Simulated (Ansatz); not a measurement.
# Work function of Fe by crystal face

Does the work function of Fe follow how densely a face is packed, and which functional comes nearest to experiment?

Measured values are compiled ones, as quoted in “Anisotropic work function of elemental crystals” (2019, arxiv:1902.07811).

How it was computed: Ansatz 0.2.0, plane waves with PAW datasets (its set soft_2) at their recommended cutoffs; symmetric slabs of 7 layers (11 for bcc (111)) cut at the tabulated experimental lattice constant, atoms at bulk places, 18 Å of vacuum, k-spacing 0.16 Å⁻¹ (2π included), Fermi-Dirac smearing of 0.1 eV, SCF threshold 1e-9 eV; spin-polarised where the metal is Fe, Co or Ni. The work function is the vacuum level less the Fermi level; differences are formed before rounding. For Fe(111) in r2SCAN the value lies over 0.17 eV from that functional's usual offset from PBE, so the magnetic state may differ; it is kept.

The runs side by side:

| face | atoms per nm² | LDA (eV) | PBEsol (eV) | r2SCAN (eV) | PBE (eV) | RPBE (eV) | PBE, relaxed (eV) | measured (eV) |
| --- | --- | --- | --- | --- | --- | --- | --- | --- |
| (110) | 17.2 | 5.08 | 4.85 | 4.85 | 4.74 | 4.57 | 4.72 | 5.12 |
| (100) | 12.1 | 4.25 | 3.94 | 3.77 | 3.86 | 3.68 | 3.88 | 4.75 |
| (111) | 7.0 | 4.22 | 3.96 | 3.67 | 3.87 | 3.71 | 3.96 | 4.81 |

**Answer.** With PBE the work function runs from 4.74 eV on (110) to 3.86 eV on (100). (100) and (111) lie within 0.08 eV of each other, too close for slabs of this thickness to order; every functional listed puts (110) highest. LDA lies 0.34 to 0.39 eV above PBE. With the layers relaxed PBE misses the measured values by 0.40 to 0.87 eV. Against the 3 measured values on unreconstructed faces, LDA comes nearest (mean absolute error 0.38 eV), and PBE misses by 0.38 to 0.94 eV. Relaxing all layers with PBE (forces under 0.01 eV/Å) moves the values by −0.02 to +0.09 eV.

**Limits.** Slabs this thin leave size errors that can reach a tenth of an eV or more. Compiled measured values differ between sources by a tenth of an eV or more. The functionals share one unrelaxed geometry at the tabulated experimental lattice constant; the relaxed column keeps that in-plane lattice, which is not PBE's own.
